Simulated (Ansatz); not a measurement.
# Si on Ni(100): change of the work function, part 3 of 5

Aim: the work function of Ni(100) at several coverages of Si (top site), and the dipole that each adsorbate carries.

Ansatz 0.2.0; plane-wave DFT, LDA, Ansatz PAW (the session's first sound run).

So far, work function, upper face (eV): step 2 (the clean slab) 5.25; step 3 (17 atoms, coverage 0.25 ML, cell 2x2) 4.88.

### Step 4. The covered slab, k-mesh 6×6×1, coverage 0.5 ML

System of this step: Si/Ni(100). The cell holds 18 atoms: 16 Ni and 2 Si. Its edges and angles: a = 4.978 Å, b = 4.978 Å, c = 25.480 Å, α = 90.0°, β = 90.0°, γ = 90.0°. Vacuum lies along c.

Another coverage, to see how the dipoles act on each other as their distance changes.

File input.yaml:

```yaml
crystal:
  lattice:
    - [4.9780317396, 0.0, 0.0]
    - [0.0, 4.9780317396, 0.0]
    - [0.0, 0.0, 25.4797581452]
  atoms:
    - { symbol: Ni, position: [0.25, 0.25, 0.3532215631], spin: 0.71 }
    - { symbol: Ni, position: [0.0, 0.0, 0.4222960022], spin: 0.64 }
    - { symbol: Ni, position: [0.25, 0.25, 0.4877067622], spin: 0.64 }
    - { symbol: Ni, position: [0.0, 0.0, 0.5499368583], spin: 0.7 }
    - { symbol: Ni, position: [0.25, 0.75, 0.3532215631], spin: 0.71 }
    - { symbol: Ni, position: [0.0, 0.5, 0.4222960022], spin: 0.64 }
    - { symbol: Ni, position: [0.25, 0.75, 0.4877067622], spin: 0.64 }
    - { symbol: Ni, position: [0.0, 0.5, 0.5499368583], spin: 0.7 }
    - { symbol: Ni, position: [0.75, 0.25, 0.3532215631], spin: 0.71 }
    - { symbol: Ni, position: [0.5, 0.0, 0.4222960022], spin: 0.64 }
    - { symbol: Ni, position: [0.75, 0.25, 0.4877067622], spin: 0.64 }
    - { symbol: Ni, position: [0.5, 0.0, 0.5499368583], spin: 0.7 }
    - { symbol: Ni, position: [0.75, 0.75, 0.3532215631], spin: 0.71 }
    - { symbol: Ni, position: [0.5, 0.5, 0.4222960022], spin: 0.64 }
    - { symbol: Ni, position: [0.75, 0.75, 0.4877067622], spin: 0.64 }
    - { symbol: Ni, position: [0.5, 0.5, 0.5499368583], spin: 0.7 }
    - { symbol: Si, position: [0.0, 0.0, 0.6467784369] }
    - { symbol: Si, position: [0.5, 0.5, 0.6467784369] }
magnetization:
  spin_polarized: true
kpoints:
  mp_grid: { grid: [6, 6, 1] }
hamiltonian:
  xc: lda
scf:
  occupations: { method: fermi_dirac, width: 0.1 }
  convergence: { dr2_threshold: 1.0e-08 }
efield:
  axis: 3
  dipole_correction: true
  ramp_position: 0.97
  ramp_width: 0.06
relax:
  f_tol: 0.02
  max_steps: 60
  constraints: [{ sites: [0, 1, 4, 5, 8, 9, 12, 13] }]
output:
  bader: true
  dos: { projected: true, e_range: [-8, 4] }
  write_potential: true
  write_density: true
  volumetric_format: npy
```

Started as:

```sh
$ ansatz run input.yaml --threads 4 --pin off --max-ram 12288MiB --backend cpu --events-out ev --progress --plain --runs-dir out
```

Numbers of over 12 decimals in the logs are rounded to 6 here.

What it wrote:

```text
[...]
Crystal: 18 atoms, lattice volume = 631.409 Å³
Basis set: ecut = 420 eV, 12433 PW (Γ)
Bands: 185, of which v1, the nominal top of the filled ones, is band 148 counted from 1 (147 counted from 0)
Symmetry: 16 space group operations
k-points: 10 of 36
[...]
Starting moments: Σ|m| = 10.76 μB on 16 of 18 sites
[...]
SCF iter   1: F=—  HF=-93564.213707 eV  |F-HF|=—  |Δ(HF+E_count)|=         —  Δρ=2.35e-2 (↑1.48e-2 ↓2.35e-2)  dr2=7.77e1  dr2_m=3.99e-1  M=10.463 μB ∫|m|=11.081 μB  β_m=1.00  ethr=3.10e-3  p=-0.000 e·Å  D=-1.56e-6 V/Å  ΔV_dip=0.00 eV  dr2_dipole=1.70e1  V_vac-E_F(+/−)=7.10/7.10 eV  ⟨swp⟩=12.8  Hψ=21061  notcnv=0  defer=153
[...]
SCF iter  24: F=-93580.498426 eV  HF=-93580.498426 eV  |F-HF|=1.37e-9  |Δ(HF+E_count)|=  3.78e-10  Δρ=4.07e-8 (↑9.74e-9 ↓4.07e-8)  dr2=4.42e-11  dr2_m=1.47e-12  M=9.269 μB ∫|m|=10.283 μB  ethr=1.00e-12  p=0.058 e·Å  D=1.67e-2 V/Å  ΔV_dip=-0.43 eV  dr2_dipole=7.04e-12  V_vac-E_F(+/−)=4.83/5.26 eV  ⟨swp⟩=4.0  Hψ=14674  notcnv=0
SCF 1 converged in 24 iterations: F = -93580.498426 eV  dr2 = 4.42e-11
[...]
relax step   1: F+E_penalty+E_count = -93580.49842641 eV  Δ(F+E_penalty+E_count) = +0.000e0 eV  max|allowed force component| = 2.285e0 eV/Å  Δτ_max = 0.0000 Å  (24 SCF iters, accepted)
[...]
SCF iter  13: F=-93581.461242 eV  HF=-93581.461242 eV  |F-HF|=9.02e-10  |Δ(HF+E_count)|=   1.80e-8  Δρ=3.74e-7 (↑2.79e-7 ↓3.74e-7)  dr2=1.76e-9  dr2_m=5.48e-11  M=8.903 μB ∫|m|=9.896 μB  ethr=1.20e-12  p=0.050 e·Å  D=1.42e-2 V/Å  ΔV_dip=-0.36 eV  dr2_dipole=9.59e-12  V_vac-E_F(+/−)=4.89/5.26 eV  ⟨swp⟩=12.6  Hψ=25916  notcnv=0
SCF 2 converged in 13 iterations: F = -93581.461242 eV  dr2 = 1.76e-9
[...]
relax step   2: F+E_penalty+E_count = -93581.46124247 eV  Δ(F+E_penalty+E_count) = -9.628e-1 eV  max|allowed force component| = 1.859e0 eV/Å  Δτ_max = 0.1949 Å  (13 SCF iters, accepted)
SCF iter   1: F=—  HF=-93582.069842 eV  |F-HF|=—  |Δ(HF+E_count)|=         —  Δρ=5.32e-3 (↑5.32e-3 ↓5.28e-3)  dr2=8.26e-1  dr2_m=8.97e-2  M=8.597 μB ∫|m|=9.602 μB  β_m=1.00  ethr=1.32e-3  p=0.050 e·Å  D=1.42e-2 V/Å  ΔV_dip=-0.36 eV  dr2_dipole=1.85e-1  V_vac-E_F(+/−)=4.92/5.29 eV  ⟨swp⟩=4.5  Hψ=9974  notcnv=0  defer=324
[...]
SCF iter  15: F=-93581.967329 eV  HF=-93581.967329 eV  |F-HF|=2.44e-9  |Δ(HF+E_count)|=  1.46e-10  Δρ=3.27e-7 (↑1.28e-7 ↓3.27e-7)  dr2=3.24e-9  dr2_m=7.60e-11  M=8.404 μB ∫|m|=9.379 μB  ethr=1.00e-12  p=0.042 e·Å  D=1.19e-2 V/Å  ΔV_dip=-0.30 eV  dr2_dipole=5.96e-10  V_vac-E_F(+/−)=4.95/5.25 eV  ⟨swp⟩=12.2  Hψ=24932  notcnv=0
SCF 3 converged in 15 iterations: F = -93581.967329 eV  dr2 = 3.24e-9
relax step   3: F+E_penalty+E_count = -93581.96732909 eV  Δ(F+E_penalty+E_count) = -5.061e-1 eV  max|allowed force component| = 1.094e0 eV/Å  Δτ_max = 0.1972 Å  (15 SCF iters, accepted)
[...]
relax step   4: F+E_penalty+E_count = -93582.11083441 eV  Δ(F+E_penalty+E_count) = -1.435e-1 eV  max|allowed force component| = 3.996e-1 eV/Å  Δτ_max = 0.1003 Å  (13 SCF iters, accepted)
[...]
relax step   5: F+E_penalty+E_count = -93582.15671055 eV  Δ(F+E_penalty+E_count) = -4.588e-2 eV  max|allowed force component| = 3.497e-1 eV/Å  Δτ_max = 0.1237 Å  (14 SCF iters, accepted)
[...]
relax step   6: F+E_penalty+E_count = -93582.17664298 eV  Δ(F+E_penalty+E_count) = -1.993e-2 eV  max|allowed force component| = 1.437e-1 eV/Å  Δτ_max = 0.0821 Å  (14 SCF iters, accepted)
SCF iter   1: F=—  HF=-93582.182754 eV  |F-HF|=—  |Δ(HF+E_count)|=         —  Δρ=1.03e-3 (↑7.38e-4 ↓1.03e-3)  dr2=4.87e-3  dr2_m=2.50e-3  M=7.994 μB ∫|m|=8.919 μB  β_m=1.00  ethr=3.10e-5  p=0.035 e·Å  D=1.01e-2 V/Å  ΔV_dip=-0.26 eV  dr2_dipole=1.11e-5  V_vac-E_F(+/−)=4.99/5.25 eV  ⟨swp⟩=3.0  Hψ=8524  notcnv=0  defer=363
[...]
SCF iter  13: F=-93582.182974 eV  HF=-93582.182974 eV  |F-HF|=3.93e-10  |Δ(HF+E_count)|=  4.22e-10  Δρ=3.02e-7 (↑1.68e-7 ↓3.02e-7)  dr2=1.02e-9  dr2_m=5.62e-11  M=8.024 μB ∫|m|=8.959 μB  ethr=1.77e-12  p=0.036 e·Å  D=1.02e-2 V/Å  ΔV_dip=-0.26 eV  dr2_dipole=5.57e-11  V_vac-E_F(+/−)=4.99/5.25 eV  ⟨swp⟩=12.1  Hψ=24063  notcnv=0
SCF 7 converged in 13 iterations: F = -93582.182974 eV  dr2 = 1.02e-9
relax step   7: F+E_penalty+E_count = -93582.18297395 eV  Δ(F+E_penalty+E_count) = -6.331e-3 eV  max|allowed force component| = 1.842e-3 eV/Å  Δτ_max = 0.0271 Å  (13 SCF iters, accepted)
[...]
SCF converged after 13 iterations
Magnetization: 8.0236 μB (152.0118 up, 143.9882 down)
Absolute magnetization: 8.9663 μB (∫|ρ↑−ρ↓|, with the PAW one-centre terms)
[...]
Per-site moments (μB) at R_I (Å): [(0.709046, 1.026719), (0.584764, 0.996080), (0.525864, 0.950198), (0.217133, 0.843127), (0.709046, 1.026719), (0.630429, 0.996080), (0.525864, 0.950198), (0.319806, 1.037035), (0.709046, 1.026719), (0.630429, 0.996080), (0.525864, 0.950198), (0.319806, 1.037035), (0.709046, 1.026719), (0.584764, 0.996080), (0.525864, 0.950198), (0.217133, 0.843127), (-0.00985554, 0.843127), (-0.00985554, 0.843127)]
Free energy (F): -93582.182974 eV
[...]
Internal energy: -93581.232261 eV  (E = F + TS)
E sigma→0 (E₀):  -93581.707618 eV
Entropy (-TS):   -0.950713 eV (-52.817 meV/atom)
Fermi energy:    1.940915 eV
Dipole field:    D = 0.010227 V/Å  (p = 0.035687 e·Å, saw-weighted, corrected)
Work function:   Φ+ = 4.9853 eV   Φ− = 5.2459 eV
[...]
--- Forces (eV/Å), atoms counted from 1 ---
  atom   1  Ni    -0.00000000     0.00000000     0.93004996
  atom   2  Ni    -0.00000000    -0.00000000    -0.89313952
  atom   3  Ni    -0.00000000     0.00000000     0.00016916
  atom   4  Ni     0.00000000     0.00000000    -0.00086316
  atom   5  Ni    -0.00000000    -0.00000000     0.93004996
  atom   6  Ni     0.00000000     0.00000000    -0.97009223
  atom   7  Ni    -0.00000000    -0.00000000     0.00016916
  atom   8  Ni     0.00000000    -0.00000000     0.00184211
  atom   9  Ni    -0.00000000    -0.00000000     0.93004996
  atom  10  Ni     0.00000000     0.00000000    -0.97009223
  atom  11  Ni    -0.00000000     0.00000000     0.00016916
  atom  12  Ni    -0.00000000    -0.00000000     0.00184211
  atom  13  Ni    -0.00000000     0.00000000     0.93004996
  atom  14  Ni    -0.00000000    -0.00000000    -0.89313952
  atom  15  Ni    -0.00000000     0.00000000     0.00016916
  atom  16  Ni     0.00000000     0.00000000    -0.00086316
  atom  17  Si    -0.00000000     0.00000000     0.00159199
  atom  18  Si    -0.00000000     0.00000000     0.00159199
  max |Σ_I F_I| component: 4.45e-4 eV/Å
--- Band table (eV; the first three rows and the last of 20) ---
  k-point 0 ↑: bands = [... 144 lower, 1.5541, 1.5673, 1.5807, 1.6581, 1.6581, 1.8091, 1.8407, 2.1056, ... 33 higher]
  k-point 1 ↑: bands = [... 144 lower, 1.4789, 1.4815, 1.5125, 1.5935, 1.6974, 1.7051, 1.8296, 1.9024, ... 33 higher]
  k-point 2 ↑: bands = [... 144 lower, 1.4271, 1.4421, 1.4643, 1.5245, 1.5351, 1.5756, 1.6118, 1.9902, ... 33 higher]
  k-point 9 ↓: bands = [... 144 lower, 1.6164, 1.6164, 1.9001, 1.9001, 2.1237, 2.1237, 2.1285, 2.1285, ... 33 higher]
--- Relaxed structure (7 steps of the walk, 7 accepted, 0 SCFs on fresh bases) ---
  F+E_penalty+E_count = -93582.18297395 eV   max|allowed force component| = 1.842e-3 eV/Å
  atoms:
    - { symbol: Ni, position: [0.25, 0.25, 0.3532215631] }
    - { symbol: Ni, position: [0.0, 0.0, 0.4222960022] }
    - { symbol: Ni, position: [0.25, 0.25, 0.487182] }
    - { symbol: Ni, position: [0, 0, 0.545508] }
    - { symbol: Ni, position: [0.25, 0.750000, 0.3532215631] }
    - { symbol: Ni, position: [0.0, 0.5, 0.4222960022] }
    - { symbol: Ni, position: [0.25, 0.750000, 0.487182] }
    - { symbol: Ni, position: [0, 0.5, 0.559390] }
    - { symbol: Ni, position: [0.750000, 0.25, 0.3532215631] }
    - { symbol: Ni, position: [0.5, 0.0, 0.4222960022] }
    - { symbol: Ni, position: [0.750000, 0.25, 0.487182] }
    - { symbol: Ni, position: [0.5, 0, 0.559390] }
    - { symbol: Ni, position: [0.750000, 0.750000, 0.3532215631] }
    - { symbol: Ni, position: [0.5, 0.5, 0.4222960022] }
    - { symbol: Ni, position: [0.750000, 0.750000, 0.487182] }
    - { symbol: Ni, position: [0.5, 0.5, 0.545508] }
    - { symbol: Si, position: [0, 0, 0.625726] }
    - { symbol: Si, position: [0.5, 0.5, 0.625726] }
--- Bader charges: 18 sites ---
  site symbol  charge [e]  shift [e]    m [muB]
     0     Ni     -0.0149     0.0000     0.6845
     1     Ni      0.0134     0.0000     0.5588
     2     Ni     -0.0058     0.0000     0.5042
     3     Ni     -0.5415     0.0095     0.1921
     4     Ni     -0.0149     0.0000     0.6845
     5     Ni      0.0185     0.0001     0.6035
     6     Ni     -0.0059     0.0000     0.5042
     7     Ni      0.0427     0.0008     0.3106
     8     Ni     -0.0149     0.0000     0.6845
     9     Ni      0.0185     0.0001     0.6035
    10     Ni     -0.0058     0.0000     0.5042
    11     Ni      0.0427     0.0008     0.3106
    12     Ni     -0.0149     0.0000     0.6845
    13     Ni      0.0134     0.0000     0.5588
    14     Ni     -0.0058     0.0000     0.5042
    15     Ni     -0.5415     0.0095     0.1921
    16     Si      0.5084     0.0087    -0.0305
    17     Si      0.5084     0.0087    -0.0305
  estimated error of the sums over rays = 6.8e-4 e
```

The job ended after 14 min (4 threads of Arm Neoverse V2, shared host; peak memory 3.8 GiB; 56 min of CPU time).

The steps of the relaxation:

```tsv
step	energy less that of the first step (eV)	largest force component (eV/Å)
1	0.0000	2.2851
2	-0.9628	1.8590
3	-1.4689	1.0941
4	-1.6124	0.3996
5	-1.6583	0.3497
6	-1.6782	0.1437
7	-1.6845	0.0018
```

The run keeps the 16 symmetry operations that it works with, so distortions that break them were not tested.

The atoms that moved most (Å):

```tsv
atom	dx	dy	dz	length
Si18	0.000	0.000	-0.536	0.536
Si17	0.000	0.000	-0.536	0.536
Ni8	0.000	0.000	0.241	0.241
Ni12	0.000	0.000	0.241	0.241
Ni16	0.000	0.000	-0.113	0.113
Ni4	0.000	0.000	-0.113	0.113
Ni11	0.000	0.000	-0.013	0.013
Ni15	0.000	0.000	-0.013	0.013
```

Final coordinates:

```xyz
18
Lattice="4.9780 0.0000 0.0000 0.0000 4.9780 0.0000 0.0000 0.0000 25.4798" Properties=species:S:1:pos:R:3
Ni    1.2445    1.2445    9.0000
Ni    0.0000    0.0000   10.7600
Ni    1.2445    1.2445   12.4133
Ni    0.0000    0.0000   13.8994
Ni    1.2445    3.7335    9.0000
Ni    0.0000    2.4890   10.7600
Ni    1.2445    3.7335   12.4133
Ni    0.0000    2.4890   14.2531
Ni    3.7335    1.2445    9.0000
Ni    2.4890    0.0000   10.7600
Ni    3.7335    1.2445   12.4133
Ni    2.4890    0.0000   14.2531
Ni    3.7335    3.7335    9.0000
Ni    2.4890    2.4890   10.7600
Ni    3.7335    3.7335   12.4133
Ni    2.4890    2.4890   13.8994
Si    0.0000    0.0000   15.9434
Si    2.4890    2.4890   15.9434
```

Numbers from this step:

```yaml
energy_at_zero_smearing: -93581.7076 eV
total_moment: 8.024 μB
work_function_upper_face: 4.985 eV
work_function_lower_face: 5.246 eV
dipole_along_the_normal: 0.03569 e·Å
step_between_the_vacuum_levels: -0.2606 eV
```

The density of states has structure finer than the step of the table below, so its rows give means over 0.25 eV, whole bins alone (the curve runs from -8 to 1.98 eV). Peaks (eV: height): total -3.520: 55.5, -2.200: 62.7, -1.680: 57.7, -1.470: 61.0, -0.960: 64.5, -0.900: 61.4, -0.510: 59.3; up -3.850: 28.8, -2.200: 45.5, -1.590: 30.1, -1.320: 32.7, -1.170: 34.8, -0.870: 38.5, -0.510: 39.6; down -1.680: 36.2, -1.530: 35.9, -1.470: 33.4, -0.960: 38.1, -0.900: 31.7, -0.450: 30.3, 0.180: 33.2.

The density of states by energy, zero at the Fermi level; means over each step; values in states/eV a cell:

```tsv
energy (eV)	total	up	down
-7.75	3.55	1.80	1.75
-7.50	4.04	1.99	2.05
-7.25	1.12	0.555	0.564
-7.00	3.50	1.84	1.66
-6.75	2.87	1.43	1.44
-6.50	2.51	1.29	1.22
-6.25	2.73	1.50	1.23
-6.00	3.45	1.62	1.82
-5.75	2.04	1.17	0.869
-5.50	3.67	1.93	1.74
-5.25	4.69	2.62	2.07
-5.00	4.47	2.42	2.05
-4.75	10.1	7.09	3.00
-4.50	10.7	4.83	5.84
-4.25	13.7	9.43	4.22
-4.00	22.4	12.3	10.1
-3.75	20.1	13.5	6.65
-3.50	32.3	15.8	16.5
-3.25	31.5	14.6	16.8
-3.00	23.8	11.6	12.2
-2.75	29.0	16.2	12.8
-2.50	24.8	15.7	9.09
-2.25	43.8	26.1	17.7
-2.00	34.9	17.0	17.9
-1.75	44.1	21.0	23.2
-1.50	38.7	17.7	21.0
-1.25	41.6	24.2	17.4
-1.00	47.4	24.7	22.7
-0.75	47.8	27.8	20.0
-0.50	52.4	27.7	24.7
-0.25	34.5	9.52	24.9
0.00	27.2	4.98	22.2
0.25	23.3	3.68	19.6
0.50	9.51	3.86	5.64
0.75	8.36	3.14	5.22
1.00	7.50	4.19	3.32
1.25	7.43	3.59	3.83
1.50	6.63	2.47	4.16
1.75	4.85	2.09	2.76
```

Projected DOS per atom over height of the atomic layer and energy from the Fermi level. Layers: Ni4 Ni4 Ni4 Ni4 Si2 from below.

Values in states/eV, 22 rows by 5 columns, each cell a mean:
```
0.17 0.21 0.14 0.23 0.74
0.27 0.33 0.24 0.31 0.87
0.34 0.32 0.34 0.32 0.85
0.92 0.77 0.77 0.56 0.80
2.24 1.80 1.78 1.38 0.61
3.31 2.53 2.72 3.03 0.55
4.05 2.64 1.91 3.24 0.75
3.16 2.05 2.09 2.41 0.52
2.52 1.91 2.55 2.35 1.03
2.28 2.45 2.26 1.66 0.68
1.47 1.88 1.19 1.62 0.27
1.13 1.84 1.78 2.19 0.64
0.86 1.75 2.04 1.29 0.34
0.49 1.24 1.41 1.09 0.38
0.30 0.77 0.94 0.55 0.16
0.17 0.34 0.46 0.20 0.12
0.17 0.23 0.29 0.10 0.16
0.12 0.22 0.24 0.05 0.17
0.06 0.16 0.15 0.07 0.34
0.04 0.15 0.13 0.15 0.74
0.02 0.08 0.06 0.11 0.55
0.05 0.17 0.13 0.17 0.71
```
Columns: height of the atomic layer (Å) from 9 to 15.9 (not evenly spaced); rows upwards: energy from the Fermi level (eV) from -7.96 to 1.95.

Projected DOS per atom, spin up over height of the atomic layer and energy from the Fermi level. Layers: Ni4 Ni4 Ni4 Ni4 Si2 from below.

Values in states/eV, 22 rows by 5 columns, each cell a mean:
```
0.07 0.07 0.06 0.10 0.40
0.10 0.16 0.09 0.15 0.42
0.15 0.14 0.15 0.14 0.43
0.14 0.13 0.18 0.18 0.43
0.26 0.25 0.34 0.39 0.36
1.37 1.38 1.53 1.45 0.22
2.38 1.50 1.07 1.78 0.39
1.72 1.11 1.00 1.21 0.22
1.58 0.78 1.09 1.31 0.48
1.34 1.48 1.49 0.96 0.43
1.00 1.03 0.75 0.76 0.13
0.64 0.87 0.73 1.08 0.27
0.56 1.09 1.12 0.73 0.19
0.28 0.76 0.93 0.62 0.20
0.18 0.48 0.52 0.27 0.07
0.09 0.20 0.28 0.12 0.06
0.09 0.13 0.16 0.06 0.09
0.06 0.11 0.12 0.03 0.08
0.04 0.08 0.08 0.04 0.17
0.02 0.08 0.07 0.08 0.37
0.01 0.04 0.03 0.06 0.27
0.02 0.08 0.07 0.08 0.35
```
Columns: height of the atomic layer (Å) from 9 to 15.9 (not evenly spaced); rows upwards: energy from the Fermi level (eV) from -7.96 to 1.95.

Projected DOS per atom, spin down over height of the atomic layer and energy from the Fermi level. Layers: Ni4 Ni4 Ni4 Ni4 Si2 from below.

Values in states/eV, 22 rows by 5 columns, each cell a mean:
```
0.10 0.14 0.08 0.13 0.35
0.17 0.17 0.15 0.16 0.45
0.19 0.19 0.19 0.18 0.42
0.78 0.64 0.58 0.38 0.37
1.97 1.55 1.43 0.99 0.24
1.94 1.15 1.19 1.58 0.33
1.66 1.14 0.84 1.46 0.35
1.43 0.94 1.09 1.21 0.30
0.94 1.13 1.46 1.04 0.55
0.94 0.96 0.77 0.70 0.26
0.47 0.84 0.44 0.87 0.14
0.48 0.97 1.05 1.11 0.37
0.30 0.65 0.92 0.56 0.15
0.21 0.48 0.48 0.48 0.18
0.12 0.28 0.42 0.28 0.09
0.08 0.14 0.18 0.08 0.06
0.08 0.10 0.13 0.05 0.08
0.06 0.11 0.12 0.03 0.09
0.03 0.08 0.07 0.03 0.17
0.02 0.07 0.06 0.07 0.37
0.01 0.04 0.03 0.05 0.28
0.02 0.08 0.06 0.08 0.36
```
Columns: height of the atomic layer (Å) from 9 to 15.9 (not evenly spaced); rows upwards: energy from the Fermi level (eV) from -7.96 to 1.95.

Site moment by atom:

```tsv
atom	site moment (μB)
Ni1	0.709
Ni2	0.585
Ni3	0.526
Ni4	0.217
Ni5	0.709
Ni6	0.630
Ni7	0.526
Ni8	0.320
Ni9	0.709
Ni10	0.630
Ni11	0.526
Ni12	0.320
Ni13	0.709
Ni14	0.585
Ni15	0.526
Ni16	0.217
Si17	-0.010
Si18	-0.010
```

The relaxation took 7 steps and lowered the energy by 1.7 eV; the largest force on the free atoms ends at 0.0018 eV/Å.

The covered face has 4.99 eV, -0.27 eV against the clean one; the bare back face has moved by -0.00 eV, a measure of how thin the slab is.

### Step 5. Adsorbate added, k-mesh 12×12×1, coverage 1 ML

System of this step: Si/Ni(100). The cell holds 5 atoms: 4 Ni and 1 Si. Cell: a = 2.489 Å, b = 2.489 Å, c = 25.480 Å, α = 90.0°, β = 90.0°, γ = 90.0°. Vacuum lies along c.

Another coverage, to see how the dipoles act on each other as their distance changes.

input.yaml, the sections that differ from step 4:

```yaml
crystal:
  lattice:
    - [2.4890158698, 0.0, 0.0]
    - [0.0, 2.4890158698, 0.0]
    - [0.0, 0.0, 25.4797581452]
  atoms:
    - { symbol: Ni, position: [0.5, 0.5, 0.3532215631], spin: 0.71 }
    - { symbol: Ni, position: [0.0, 0.0, 0.4222960022], spin: 0.64 }
    - { symbol: Ni, position: [0.5, 0.5, 0.4877067622], spin: 0.64 }
    - { symbol: Ni, position: [0.0, 0.0, 0.5499368583], spin: 0.7 }
    - { symbol: Si, position: [0.0, 0.0, 0.6467784369] }
kpoints:
  mp_grid: { grid: [12, 12, 1] }
relax:
  f_tol: 0.02
  max_steps: 60
  constraints: [{ sites: [0, 1] }]
output:
  bader: true
  write_potential: true
  write_density: true
  volumetric_format: npy
# magnetization, hamiltonian, scf, efield: as in step 4
```

What it wrote:

```text
[...]
Crystal: 5 atoms, lattice volume = 157.852 Å³
Basis set: ecut = 420 eV, 3061 PW (Γ)
Bands: 48, of which v1, the nominal top of the filled ones, is band 38 counted from 1 (37 counted from 0)
Symmetry: 8 space group operations
k-points: 28 of 144
[...]
--- Bader charges: 5 sites ---
  site symbol  charge [e]  shift [e]    m [muB]
     0     Ni     -0.0140     0.0000     0.6945
     1     Ni      0.0153     0.0000     0.5819
     2     Ni     -0.0176     0.0000     0.4793
     3     Ni     -0.1857     0.0001     0.2244
     4     Si      0.2021     0.0001    -0.0005
  estimated error of the sums over rays = 3.4e-4 e
[key lines of the parts left out:]
SCF converged after 13 iterations
Magnetization: 1.9795 μB (38.9898 up, 37.0102 down)
Free energy (F): -23700.346018 eV
Fermi energy:    2.678444 eV
Dipole field:    D = 0.024229 V/Å  (p = 0.021136 e·Å, saw-weighted, corrected)
Work function:   Φ+ = 4.6483 eV   Φ− = 5.2656 eV
```

Wall time 2.3 min (4 threads); peak memory 0.68 GiB; 8.9 min of CPU time.

Relaxation path:

```tsv
step	energy less that of the first step (eV)	largest force component (eV/Å)
1	0.0000	1.3272
2	-0.1387	0.8642
3	-0.1697	0.4713
4	-0.1730	0.4517
5	-0.1834	0.0460
6	-0.1835	0.0005
```

The run keeps the 8 symmetry operations that it works with, so distortions that break them were not tested.

The atoms that moved most (Å):

```tsv
atom	dx	dy	dz	length
Si5	0.000	0.000	-0.221	0.221
Ni4	0.000	0.000	0.047	0.047
Ni3	0.000	0.000	-0.015	0.015
```

The relaxed structure:

```xyz
5
Lattice="2.4890 0.0000 0.0000 0.0000 2.4890 0.0000 0.0000 0.0000 25.4798" Properties=species:S:1:pos:R:3
Ni    1.2445    1.2445    9.0000
Ni    0.0000    0.0000   10.7600
Ni    1.2445    1.2445   12.4117
Ni    0.0000    0.0000   14.0590
Si    0.0000    0.0000   16.2585
```

Running mean over 1.76 Å of the planar mean; the ramp of the sawtooth is left out. The electron's electrostatic potential energy less the Fermi level by z:

```tsv
z (Å)	electron's electrostatic potential energy less the Fermi level (eV)
3	5.27
4	5.27
5	5.26
6	5.23
7	4.77
8	-1.40
9	-9.65
10	-10.1
11	-10.8
12	-11.1
13	-11.4
14	-10.2
15	-5.84
16	-9.98
17	-5.66
18	3.44
19	4.58
20	4.64
21	4.65
22	4.65
```

The relaxation took 6 steps and lowered the energy by 0.18 eV; the largest force on the free atoms ends at 5.2e-4 eV/Å.

The covered face has 4.65 eV, -0.60 eV against the clean one; the bare back face has moved by +0.02 eV, a measure of how thin the slab is.

(Part 3 of 5 ends here.)

[Logs are printed without paths, hosts, clocks, repeated set-up lines and the standing remarks that a program may print on its own settings, such as how far it seeks lower states.]

[Hosts, paths, dates, database ids (printed as entryN), source tags and the programs' standing remarks are cut or masked in the printed files.]

[Maps of the electrostatic potential energy from Ansatz leave out the sawtooth potential of an applied field or a dipole correction, so their vacuum need not be flat; planar profiles and work functions include it.]

[The density of states shown here was stored with 400 of the rows of the run's finer table, so its peaks can read low, often by over a quarter, or be missed, and its means over a window can be off by a tenth or more.]
